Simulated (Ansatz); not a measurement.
# Elastic response of a frame of polycarbonate of ethylene with Li+ FSI- (capped chains of 2 units) from 250 K (94 atoms): runs compared

How stiff is a frame of polycarbonate of ethylene with Li+ FSI- (capped chains of 2 units) from 250 K (94 atoms), and how do its levels respond to strain?

Computed with Ansatz 0.2.0: Kohn-Sham DFT, PBE+D3(BJ), PAW (set soft_2), plane waves.

### 1. The cell as built

The cell holds 94 atoms: 24 C, 22 O, 42 H, 1 N, 2 S, 2 F and 1 Li. Its edges and angles: a = 9.810 Å, b = 9.810 Å, c = 9.810 Å, α = 90.0°, β = 90.0°, γ = 90.0°. 3 polycarbonate of ethylene chains of 2 units with methyl end groups, 1 Li+, 1 FSI- placed at random, at 1.42 g/cm³; overlaps pushed apart, then 20 ps at 800 K with Joung-Cheatham ions (J. Phys. Chem. B 112, 9020 (2008)); MMFF94 bonds, angles, torsions, charges and radii (Halgren, J. Comput. Chem. 17, 490 (1996)) in harmonic and 12-6 forms; charges of ions scaled by 0.8. Snapshot after 30 ps at 250 K and fixed volume.

Limits known from the start: The network of contacts between molecules at the start is that of the classical potential that made the cell, and needn't be the one that DFT or experiment would give. Sampling is at Γ alone.

### 2. The reference run

The reference is a single point at the end of the relaxation.

Every strained cell starts from the geometry of this run, and its atoms are relaxed with the cell held.

Its input, with most atom lines left out:

```yaml
crystal:
  lattice:
    - [9.93411, -0.04281, -0.00786]
    - [-0.04281, 9.72319, 0.2461]
    - [-0.00786, 0.2461, 10.02501]
  atoms:
    - { symbol: C, position: [0.22857, 0.15978, 0.86474] }
    - { symbol: O, position: [0.19953, 0.09981, 0.73805] }
    - { symbol: C, position: [0.29017, 0.11105, 0.64039] }
    - { symbol: O, position: [0.26868, 0.0635, 0.53192] }
    - { symbol: O, position: [0.40228, 0.17734, 0.67604] }
    - { symbol: C, position: [0.50911, 0.19424, 0.57777] }
    - { symbol: C, position: [0.49591, 0.32909, 0.49705] }
    [... atom lines 8 to 94 left out ...]
kpoints:
  mp_grid: { grid: [1, 1, 1] }
hamiltonian:
  xc: pbe
  dispersion: d3bj
scf:
  occupations: { method: fixed }
output:
  forces: true
  stress: true
  populations: true
  dos:
    method: { smearing: { sigma: 0.08 } }
    de: 0.1
    projected: { site_lists: { C: [C], F: [F], H: [H], Li: [Li], "N": ["N"] } }
  eigenvalues: true
  write_density: true
  write_potential: true
  volumetric_format: npy
  elf: true
```

| Item | Value |
| --- | --- |
| free energy per atom | -246.6204 eV/atom |
| r.m.s. force component | 0.00743 eV/Å |
| pressure | 0.01602 GPa |

Filled and empty levels are parted by 5.58 eV (at Γ alone); a semilocal functional tends to put such gaps too low. In a disordered cell it changes from sample to sample, and tail or defect levels can set it.

### 3. The runs

Each row is one run, on 4 threads of Arm Neoverse V2, shared host. The free energy is the program's total, comparable only between runs with the same functional, potentials and atoms.

```csv
run,atoms,outcome,"ionic steps, all passes",free energy (eV),time,host memory (GiB)
Single point at the start,94,converged,-,-23177.377,4.4 s,1.0
Cell and atoms relaxed,94,converged,35,-23182.314,2.7 min,1.1
Single point at the relaxed geometry,94,converged,-,-23182.314,8.3 s,1.1
Volume -3 %,94,converged,7,-23182.289,41 s,1.1
Volume +3 %,94,converged,7,-23182.297,41 s,1.2
Volume -6 %,94,converged,8,-23182.221,45 s,1.1
Volume +6 %,94,converged,7,-23182.244,45 s,1.2
Volume -10 %,94,converged,11,-23182.002,59 s,1.1
Stretched by 1 % along x,94,converged,6,-23182.316,40 s,1.1
Compressed by 1 % along x,94,converged,6,-23182.308,38 s,1.1
Sheared by 2 % in xy,94,converged,6,-23182.309,36 s,1.1
```

In some runs the program notes that the SCF threshold is loose for the stress.

### 4. Pressure against volume

Atoms are relaxed at each volume, in the scaled cell.

```csv
volume change (%),volume (Å³/atom),energy change (meV/atom),pressure (GPa),largest move on relaxing (Å),bonds,gap (eV)
-10,9.265,3.33,1.14,0.37,93,5.75
-6,9.677,0.99,0.59,0.19,93,5.72
-3,9.986,0.27,0.27,0.08,93,5.65
+0,10.295,0.00,0.02,-,93,5.58
+3,10.604,0.18,-0.21,0.09,93,5.51
+6,10.912,0.74,-0.34,0.16,93,5.44
```

### 5. Uniaxial strain and shear

Stress (GPa, compression positive) less that of the relaxed cell, atoms relaxed:

```csv
strain,xx,yy,zz,xy,energy change (meV/atom)
stretched by 1 % along x,-0.124,-0.084,-0.073,0.003,-0.02
compressed by 1 % along x,0.088,0.061,0.022,-0.029,0.06
sheared by 2 % in xy,0.022,0.046,-0.025,-0.089,0.05
```

### 6. Outcome

The bulk modulus, from the slope of pressure against ln V over the three points nearest the relaxed volume, is 7.93 GPa; a quadratic over all points gives a pressure derivative of about 7.6. The gap goes from 5.75 eV at the smallest volume to 5.44 eV at the largest, -2.0 eV per unit of ln V by a straight line, on the run's k-points. Stretch and compression disagree (xx stress changes of -0.12 and 0.09 GPa), so C11 is only a mean of unlike responses. In the Cartesian axes of the cell, finite differences give C11 = 10.6, C12 = 7.25, C13 = 4.74 and C66 = 4.43 GPa (the shear of 2 % is the engineering strain, εxy = 0.01).

**Limits.** Strains are finite and relaxations stop at the force tolerance of the input, which can leave moduli too stiff; they are those of a static cell at zero temperature. Volumes are changed with the cell's shape held, so in an anisotropic solid the modulus lies over the one under free hydrostatic load. The program notes that the SCF threshold of the relaxations is loose for the stress.

The DFT runs together took 8.7 min of wall time.

[Logs are printed without paths, hosts, clocks, repeated set-up lines and the standing remarks that a program may print on its own settings, such as how far it seeks lower states.]

[Hosts, paths, dates, database ids (printed as entryN), source tags and the programs' standing remarks are cut or masked in the printed files.]

[The MMFF94 radii named for the starting cell were scaled by 0.96; in molecules described by MMFF94, hydrogen bound to N, O or S took a small fixed 12-6 site in their place.]
